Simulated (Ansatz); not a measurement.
# Vibrations of species on Si(100)-2x1 dimers

Aim: bond lengths and vibrational modes of species bound on Si(100)-2x1 dimers.

Calculated with Ansatz 0.2.0; DFT PBE, scalar-relativistic, plane waves, PAW; PAW set soft_1.

Report form: the programs' logs are mostly left out.

### 1. The bulk crystal behind the slab

It takes space group Fd-3m (No. 227, cubic). Conventional cell: a = 5.450 Å, b = 5.450 Å, c = 5.450 Å, α = 90.00°, β = 90.00°, γ = 90.00°. Si has 4 Si at 2.36 Å nearest.

### 2. Relaxation of the host

The host crystal is relaxed at the same level, and its volume sets the scale of the cells that follow.

The input, input.yaml:

```yaml
crystal:
  lattice:
    - [0.0, 2.725, 2.725]
    - [2.725, 0.0, 2.725]
    - [2.725, 2.725, 0.0]
  atoms:
    - { symbol: Si, position: [0.0, 0.0, 0.0] }
    - { symbol: Si, position: [0.25, 0.25, 0.25] }
kpoints:
  mp_grid: { grid: [10, 10, 10] }
hamiltonian:
  xc: pbe
  pseudopotentials: { kind: paw, azcp: { folder: soft_1 } }
scf:
  occupations: { method: gaussian, width: 0.02 }
output:
  forces: true
  stress: true
  eigenvalues: true
relax:
  adjacent_minimum: "off"
  f_tol: 0.002
  max_steps: 60
  cell: { stress_tol: 0.02 }
```

Command:

```
$ ansatz run input.yaml --threads 8 --pin off --max-ram 20480MiB --backend cpu --events-out ev --progress --plain --runs-dir out
```

Elapsed: 1.6 s, on 8 threads of Arm Neoverse N1, shared host; peak memory 0.29 GiB; 8.7 s of CPU time.

Step by step:

| step | energy less that of the first step (eV) | largest force component (eV/Å) | pressure (GPa) | volume (Å³) |
| --- | --- | --- | --- | --- |
| 1 | 0.0000 | 0.0000 | 0.99 | 40.47 |
| 2 | -0.0013 | 0.0000 | 0.24 | 40.81 |
| 3 | -0.0014 | 0.0000 | 0.00 | 40.91 |
| 4* | -0.0014 | 0.0000 | 0.00 | 40.91 |

Relaxation steps marked * repeat the geometry before them on a plane-wave basis chosen anew for their cell, so energy and pressure can jump there.

The run keeps the 48 symmetry operations that it works with, so distortions that break them were not tested.

| conventional cell, symmetrised | before | after | change |
| --- | --- | --- | --- |
| a (Å) | 5.450 | 5.470 | +0.4 % |
| b (Å) | 5.450 | 5.470 | +0.4 % |
| c (Å) | 5.450 | 5.470 | +0.4 % |
| volume (Å³/atom) | 20.23 | 20.46 | +1.1 % |

The relaxed structure:

```xyz
2
Lattice="0.0000 2.7349 2.7349 2.7349 0.0000 2.7349 2.7349 2.7349 0.0000" Properties=species:S:1:pos:R:3 pbc="T T T"
Si    0.0000    0.0000    0.0000
Si    1.3674    1.3674    1.3674
```

Numbers from this step:

| Quantity | Value |
| --- | --- |
| pressure | 0.004525 GPa |
| gap on the k-mesh | 0.6174 eV |
| volume per atom | 20.46 Å³ |

The forces vanish by symmetry.

The cell grew by 1.1 % in volume.

### 3. Letting the atoms settle: H and Cl on one dimer

The slab carries H and Cl on one dimer. Its plane takes the lattice constant of the bulk relaxed at this level. The lowest layers and the H atoms that close the back face are held, and the other atoms relax. The program lengthens the typed cell of 26.0 Å along the normal to 45.7 Å, as its cut-off of the electrostatics needs, and moves no atom.

System of this step: H and Cl on one dimer on Si(100)-2x1 dimers. The cell holds 20 atoms: 14 Si, 5 H and 1 Cl. Its edges and angles: a = 7.735 Å, b = 3.868 Å, c = 45.707 Å, α = 90.0°, β = 90.0°, γ = 90.0°. It derives from Si. Vacuum lies along c.

The input, input.yaml:

```yaml
crystal:
  lattice:
    - [7.7354058354, 0.0, 0.0]
    - [0.0, 3.8677029177, 0.0]
    - [0.0, 0.0, 26.0076884288]
  atoms:
    - { symbol: Si, position: [0.0, 0.0, 0.322771] }
    - { symbol: Si, position: [0.5, 0.0, 0.322771] }
    - { symbol: Si, position: [0.25, 0.0, 0.375349] }
    - { symbol: Si, position: [0.75, 0.0, 0.375349] }
    - { symbol: Si, position: [0.25, 0.5, 0.427928] }
    - { symbol: Si, position: [0.75, 0.5, 0.427928] }
    - { symbol: Si, position: [0.0, 0.5, 0.480506] }
    - { symbol: Si, position: [0.5, 0.5, 0.480506] }
    - { symbol: Si, position: [0.0, 0.0, 0.533084] }
    - { symbol: Si, position: [0.5, 0.0, 0.533084] }
    - { symbol: Si, position: [0.25, 0.0, 0.585662] }
    - { symbol: Si, position: [0.75, 0.0, 0.585662] }
    - { symbol: Si, position: [0.346175, 0.5, 0.632452] }
    - { symbol: Si, position: [0.653825, 0.5, 0.632452] }
    - { symbol: H, position: [0.0, 0.317043, 0.289422] }
    - { symbol: H, position: [0.0, 0.682957, 0.289422] }
    - { symbol: H, position: [0.5, 0.317043, 0.289422] }
    - { symbol: H, position: [0.5, 0.682957, 0.289422] }
    - { symbol: H, position: [0.285213, 0.5, 0.685388] }
    - { symbol: Cl, position: [0.743796, 0.5, 0.710578] }
  periodic: [true, true, false]
kpoints:
  mp_grid: { grid: [4, 8, 1] }
hamiltonian:
  xc: pbe
  pseudopotentials: { kind: paw, azcp: { folder: soft_1 } }
scf:
  occupations: { method: gaussian, width: 0.03 }
output:
  forces: true
  eigenvalues: true
relax:
  adjacent_minimum: "off"
  f_tol: 0.003
  max_steps: 120
  constraints: [{ sites: [0, 1, 2, 3, 14, 15, 16, 17] }]
```

The job ended after 3.6 min (8 threads; peak memory 3.4 GiB).

Relaxation path:

| step | energy less that of the first step (eV) | largest force component (eV/Å) |
| --- | --- | --- |
| 1 | 0.0000 | 0.9229 |
| 2 | -0.1827 | 0.4757 |
| 3 | -0.1981 | 0.0806 |
| 4 | -0.1993 | 0.0228 |
| 5 | -0.1996 | 0.0203 |
| 6 | -0.1996 | 0.0014 |
| 7 | -0.1996 | 0.0014 |

The run keeps the 2 symmetry operations that it works with, so distortions that break them were not tested.

The atoms that moved most (Å):

| atom | dx | dy | dz | length |
| --- | --- | --- | --- | --- |
| Si10 | -0.011 | 0.000 | -0.131 | 0.131 |
| Cl20 | 0.074 | 0.000 | -0.103 | 0.127 |
| Si9 | 0.002 | 0.000 | 0.114 | 0.114 |
| Si12 | -0.107 | 0.000 | -0.012 | 0.108 |
| Si11 | 0.102 | 0.000 | 0.005 | 0.102 |
| Si8 | 0.000 | 0.000 | -0.089 | 0.089 |
| H19 | -0.067 | 0.000 | 0.044 | 0.080 |
| Si7 | 0.001 | 0.000 | 0.074 | 0.074 |

This step gave:

* gap on the k-mesh: 1.148 eV

The largest force component left on a free atom is 1.4 meV/Å.

### 4. Force constants among chosen sites: H and Cl on one dimer

Only 6 sites are displaced (4 Si, 1 H and 1 Cl), with their periodic images, and all others stay at rest. This gives the modes that are localised on these sites for less work than the whole matrix.

The input, input.yaml:

```yaml
crystal:
  lattice:
    - [7.7354058354, 0.0, 0.0]
    - [0.0, 3.8677029177, 0.0]
    - [0.0, 0.0, 45.7065880558]
  atoms:
    - { symbol: Si, position: [0.0, 0.0, 0.1836612173] }
    - { symbol: Si, position: [0.5, 0.0, 0.1836612173] }
    - { symbol: Si, position: [0.25, 0.0, 0.2135788353] }
    - { symbol: Si, position: [0.75, 0.0, 0.2135788353] }
    - { symbol: Si, position: [0.2459626291, 0.5, 0.2433903335] }
    - { symbol: Si, position: [0.7541476188, 0.5, 0.2434129439] }
    - { symbol: Si, position: [7.064e-05, 0.5, 0.2750389661] }
    - { symbol: Si, position: [0.5000005704, 0.5, 0.2714676401] }
    - { symbol: Si, position: [0.0002088622, 0.0, 0.3058160674] }
    - { symbol: Si, position: [0.4985142847, 0.0, 0.3004717561] }
    - { symbol: Si, position: [0.2631518651, 0.0, 0.3333509099] }
    - { symbol: Si, position: [0.7361450421, 0.0, 0.3329787087] }
    - { symbol: Si, position: [0.3416516506, 0.5, 0.3600480506] }
    - { symbol: Si, position: [0.6545516109, 0.5, 0.3595578484] }
    - { symbol: H, position: [0.0, 0.317043, 0.1646851695] }
    - { symbol: H, position: [0.0, 0.682957, 0.1646851695] }
    - { symbol: H, position: [0.5, 0.317043, 0.1646851695] }
    - { symbol: H, position: [0.5, 0.682957, 0.1646851695] }
    - { symbol: H, position: [0.2765627726, 0.5, 0.3909495202] }
    - { symbol: Cl, position: [0.7533476424, 0.5, 0.4020663334] }
  periodic: [true, true, false]
kpoints:
  mp_grid: { grid: [4, 8, 1] }
hamiltonian:
  xc: pbe
  pseudopotentials: { kind: paw, azcp: { folder: soft_1 } }
scf:
  occupations: { method: gaussian, width: 0.03 }
output:
  eigenvalues: true
phonons:
  method: fd
  supercell: [1, 1, 1]
  displaced_sites: [10, 11, 12, 13, 18, 19]
  rigid_motions: translations
```

Wall time 11 min (8 threads); peak memory 3.7 GiB.

The other atoms of the cell are at rest; shares are of the kinetic energy, a minus sign marks an imaginary mode, and where like sites share a mode the one named is one choice of several. Modes of the displaced sites:

| mode | frequency (cm⁻¹) | share of Si (%) | share of H (%) | share of Cl (%) | site with the largest share | its share (%) |
| --- | --- | --- | --- | --- | --- | --- |
| 1 | 62.1 | 8 | 0 | 92 | Cl20 | 92 |
| 2 | 66.2 | 18 | 0 | 82 | Cl20 | 82 |
| 3 | 96.3 | 86 | 0 | 14 | Si13 | 30 |
| 4 | 126.7 | 96 | 0 | 4 | Si12 | 28 |
| 5 | 133.1 | 50 | 0 | 50 | Cl20 | 50 |
| 6 | 158.7 | 90 | 3 | 7 | Si13 | 44 |
| 7 | 199.2 | 92 | 3 | 4 | Si13 | 55 |
| 8 | 330.4 | 93 | 0 | 7 | Si12 | 41 |
| 9 | 343.3 | 100 | 0 | 0 | Si12 | 63 |
| 10 | 351.9 | 93 | 3 | 4 | Si12 | 33 |
| 11 | 429.3 | 97 | 1 | 3 | Si11 | 42 |
| 12 | 451.7 | 95 | 3 | 2 | Si14 | 28 |
| 13 | 454.6 | 92 | 8 | 0 | Si11 | 42 |
| 14 | 477.7 | 97 | 3 | 0 | Si14 | 41 |
| 15 | 530.8 | 60 | 12 | 28 | Si14 | 53 |
| 16 | 593.1 | 11 | 89 | 0 | H19 | 89 |
| 17 | 596.0 | 19 | 78 | 2 | H19 | 78 |
| 18 | 2125.6 | 3 | 97 | 0 | H19 | 97 |

The same force constants with another mass on the added atoms, against the natural mean mass; listed are the real modes with at least half of their motion on these atoms, followed through small steps of mass, less those that pass through avoided crossings, where the squared overlap of new and old mass-weighted patterns is under 0.8. Modes after a change of mass:

| substitution | mode | frequency (cm⁻¹) | after (cm⁻¹) | ratio |
| --- | --- | --- | --- | --- |
| D for H | 18 | 2125.6 | 1529.3 | 1.39 |
| 37Cl | 1 | 62.1 | 60.9 | 1.02 |
| 37Cl | 2 | 66.2 | 65.0 | 1.018 |

The highest mode of the block lies at 2125.6 cm⁻¹; the acoustic sum rule moved it by 0.0 cm⁻¹.

### 5. Letting the atoms settle: H and F on one dimer

The slab carries H and F on one dimer. Its plane takes the lattice constant of the bulk relaxed at this level. The lowest layers and the H atoms that close the back face are held, and the other atoms relax. The program lengthens the typed cell of 25.6 Å along the normal to 44.9 Å, as its cut-off of the electrostatics needs, and moves no atom.

System of this step: H and F on one dimer on Si(100)-2x1 dimers. The cell holds 20 atoms: 14 Si, 5 H and 1 F. Its edges and angles: a = 7.735 Å, b = 3.868 Å, c = 44.947 Å, α = 90.0°, β = 90.0°, γ = 90.0°. It derives from Si. Vacuum lies along c.

The input, input.yaml:

```yaml
crystal:
  lattice:
    - [7.7354058354, 0.0, 0.0]
    - [0.0, 3.8677029177, 0.0]
    - [0.0, 0.0, 25.6278963474]
  atoms:
    - { symbol: Si, position: [0.0, 0.0, 0.327554] }
    - { symbol: Si, position: [0.5, 0.0, 0.327554] }
    - { symbol: Si, position: [0.25, 0.0, 0.380912] }
    - { symbol: Si, position: [0.75, 0.0, 0.380912] }
    - { symbol: Si, position: [0.25, 0.5, 0.434269] }
    - { symbol: Si, position: [0.75, 0.5, 0.434269] }
    - { symbol: Si, position: [0.0, 0.5, 0.487627] }
    - { symbol: Si, position: [0.5, 0.5, 0.487627] }
    - { symbol: Si, position: [0.0, 0.0, 0.540984] }
    - { symbol: Si, position: [0.5, 0.0, 0.540984] }
    - { symbol: Si, position: [0.25, 0.0, 0.594342] }
    - { symbol: Si, position: [0.75, 0.0, 0.594342] }
    - { symbol: Si, position: [0.346175, 0.5, 0.641825] }
    - { symbol: Si, position: [0.653825, 0.5, 0.641825] }
    - { symbol: H, position: [0.0, 0.317043, 0.293711] }
    - { symbol: H, position: [0.0, 0.682957, 0.293711] }
    - { symbol: H, position: [0.5, 0.317043, 0.293711] }
    - { symbol: H, position: [0.5, 0.682957, 0.293711] }
    - { symbol: H, position: [0.285213, 0.5, 0.695545] }
    - { symbol: F, position: [0.726979, 0.5, 0.706289] }
  periodic: [true, true, false]
kpoints:
  mp_grid: { grid: [4, 8, 1] }
hamiltonian:
  xc: pbe
  pseudopotentials: { kind: paw, azcp: { folder: soft_1 } }
scf:
  occupations: { method: gaussian, width: 0.03 }
output:
  forces: true
  eigenvalues: true
relax:
  adjacent_minimum: "off"
  f_tol: 0.003
  max_steps: 120
  constraints: [{ sites: [0, 1, 2, 3, 14, 15, 16, 17] }]
```

Wall time 3.6 min (8 threads); peak memory 3.3 GiB; 28 min of CPU time.

Step by step:

| step | energy less that of the first step (eV) | largest force component (eV/Å) |
| --- | --- | --- |
| 1 | 0.0000 | 2.2731 |
| 2 | -0.2462 | 1.6158 |
| 3 | -0.3117 | 0.4045 |
| 4 | -0.3203 | 0.1854 |
| 5 | -0.3237 | 0.0220 |
| 6 | -0.3240 | 0.0070 |
| 7 | -0.3240 | 0.0018 |

Forces are held to the 2 operations that the run works with; a distortion that breaks them can't arise in this run.

The atoms that moved most (Å):

| atom | dx | dy | dz | length |
| --- | --- | --- | --- | --- |
| F20 | 0.015 | 0.000 | -0.154 | 0.154 |
| Si10 | -0.014 | 0.000 | -0.125 | 0.126 |
| Si9 | -0.003 | 0.000 | 0.108 | 0.108 |
| Si12 | -0.104 | 0.000 | -0.007 | 0.105 |
| H19 | -0.085 | 0.000 | 0.041 | 0.094 |
| Si11 | 0.092 | 0.000 | 0.002 | 0.092 |
| Si8 | 0.001 | 0.000 | -0.086 | 0.086 |
| Si7 | 0.000 | 0.000 | 0.071 | 0.071 |

Numbers from this step:

* gap on the k-mesh: 1.120 eV

The largest force component left on a free atom is 1.8 meV/Å.

### 6. Modes of the chosen sites: H and F on one dimer

Only 6 sites are displaced (4 Si, 1 H and 1 F), with their periodic images, and all others stay at rest. This gives the modes that are localised on these sites for less work than the whole matrix.

The input, input.yaml:

```yaml
crystal:
  lattice:
    - [7.7354058354, 0.0, 0.0]
    - [0.0, 3.8677029177, 0.0]
    - [0.0, 0.0, 44.9470124384]
  atoms:
    - { symbol: Si, position: [0.0, 0.0, 0.1867648038] }
    - { symbol: Si, position: [0.5, 0.0, 0.1867648038] }
    - { symbol: Si, position: [0.25, 0.0, 0.2171884787] }
    - { symbol: Si, position: [0.75, 0.0, 0.2171884787] }
    - { symbol: Si, position: [0.2461629876, 0.5, 0.2475141476] }
    - { symbol: Si, position: [0.754051169, 0.5, 0.2475150694] }
    - { symbol: Si, position: [1.00798e-05, 0.5, 0.2796093796] }
    - { symbol: Si, position: [0.5001347248, 0.5, 0.276126513] }
    - { symbol: Si, position: [-0.0004129069, 0.0, 0.3108569203] }
    - { symbol: Si, position: [0.498203833, 0.0, 0.3056665847] }
    - { symbol: Si, position: [0.261913181, 0.0, 0.338926518] }
    - { symbol: Si, position: [0.7365158491, 0.0, 0.3387243996] }
    - { symbol: Si, position: [0.3398469112, 0.5, 0.3660845847] }
    - { symbol: Si, position: [0.652845942, 0.5, 0.3654995567] }
    - { symbol: H, position: [0.0, 0.317043, 0.1674681955] }
    - { symbol: H, position: [0.0, 0.682957, 0.1674681955] }
    - { symbol: H, position: [0.5, 0.317043, 0.1674681955] }
    - { symbol: H, position: [0.5, 0.682957, 0.1674681955] }
    - { symbol: H, position: [0.274220235, 0.5, 0.3974907834] }
    - { symbol: F, position: [0.7288663714, 0.5, 0.3992908086] }
  periodic: [true, true, false]
kpoints:
  mp_grid: { grid: [4, 8, 1] }
hamiltonian:
  xc: pbe
  pseudopotentials: { kind: paw, azcp: { folder: soft_1 } }
scf:
  occupations: { method: gaussian, width: 0.03 }
output:
  eigenvalues: true
phonons:
  method: fd
  supercell: [1, 1, 1]
  displaced_sites: [10, 11, 12, 13, 18, 19]
  rigid_motions: translations
```

Wall time 11 min (8 threads); peak memory 3.6 GiB.

The other atoms of the cell are at rest; shares are of the kinetic energy, a minus sign marks an imaginary mode, and where like sites share a mode the one named is one choice of several. Modes of the displaced sites:

| mode | frequency (cm⁻¹) | share of Si (%) | share of H (%) | share of F (%) | site with the largest share | its share (%) |
| --- | --- | --- | --- | --- | --- | --- |
| 1 | 80.7 | 76 | 0 | 23 | Si14 | 31 |
| 2 | 94.0 | 31 | 1 | 69 | F20 | 69 |
| 3 | 112.8 | 81 | 1 | 19 | Si13 | 39 |
| 4 | 153.5 | 67 | 0 | 32 | Si14 | 43 |
| 5 | 157.6 | 43 | 0 | 57 | F20 | 57 |
| 6 | 176.6 | 82 | 2 | 16 | Si13 | 53 |
| 7 | 208.8 | 80 | 4 | 16 | Si13 | 38 |
| 8 | 336.3 | 97 | 0 | 3 | Si12 | 54 |
| 9 | 341.9 | 100 | 0 | 0 | Si11 | 49 |
| 10 | 360.3 | 91 | 4 | 5 | Si12 | 41 |
| 11 | 436.4 | 98 | 1 | 1 | Si11 | 57 |
| 12 | 455.6 | 92 | 8 | 0 | Si11 | 44 |
| 13 | 461.3 | 97 | 2 | 1 | Si14 | 40 |
| 14 | 482.5 | 97 | 2 | 0 | Si14 | 44 |
| 15 | 581.9 | 10 | 89 | 1 | H19 | 89 |
| 16 | 591.9 | 11 | 89 | 0 | H19 | 89 |
| 17 | 820.3 | 44 | 0 | 56 | F20 | 56 |
| 18 | 2122.6 | 3 | 97 | 0 | H19 | 97 |

The same force constants with another mass on the added atoms, against the natural mean mass; listed are the real modes with at least half of their motion on these atoms, followed through small steps of mass, less those that pass through avoided crossings, where the squared overlap of new and old mass-weighted patterns is under 0.8. Modes after a change of mass:

| substitution | mode | frequency (cm⁻¹) | after (cm⁻¹) | ratio |
| --- | --- | --- | --- | --- |
| D for H | 18 | 2122.6 | 1527.2 | 1.39 |

The highest mode of the block lies at 2122.6 cm⁻¹; the acoustic sum rule moved it by 0.0 cm⁻¹.

### 7. All members side by side

The members are set side by side.

The anchoring bond is the shortest distance from the first added atom to the slab, and like atoms elsewhere in the cell can differ; degenerate modes stand as often as they occur. The species side by side:

| species | coverage (monolayer) | anchoring bond | its length (Å) | highest level (cm⁻¹) | second (cm⁻¹) | third (cm⁻¹) |
| --- | --- | --- | --- | --- | --- | --- |
| H and Cl on one dimer | 1 | H-Si | 1.499 | 2126 | 596 | 593.1 |
| H and F on one dimer | 1 | H-Si | 1.5 | 2123 | 820.3 | 591.9 |

### 8. Summary of results

- highest mode of the block of 6 sites, H and Cl on one dimer: 2125.6 cm⁻¹
- highest mode of the block of 6 sites, H and F on one dimer: 2122.6 cm⁻¹

What this shows: With H and Cl on one dimer the highest mode of the block lies at 2126 cm⁻¹, 97 % on H. With H and F on one dimer the highest mode of the block lies at 2123 cm⁻¹, 97 % on H. With all atoms beyond the displaced ones at rest, modes that spread into the slab are only rough; stretches of light atoms, well above the modes of the substrate atoms, are the least affected. Periodic images of the cell move in phase at the zone centre, so coupling to the images is part of these frequencies. The H atoms on the back face are held at typed positions, closer to each other than they would relax to, which bears on the gap of the slab more than on the modes of the front face. Modes of hydrogen are strongly anharmonic, so measured lines can lie well away from these harmonic values. These are harmonic frequencies at zero temperature: anharmonic shifts, linewidths and thermal expansion are left out.

[Logs are printed without paths, hosts, clocks, repeated set-up lines and the standing remarks that a program may print on its own settings, such as how far it seeks lower states.]

[Hosts, paths, dates, database ids (printed as entryN), source tags and the programs' standing remarks are cut or masked in the printed files.]
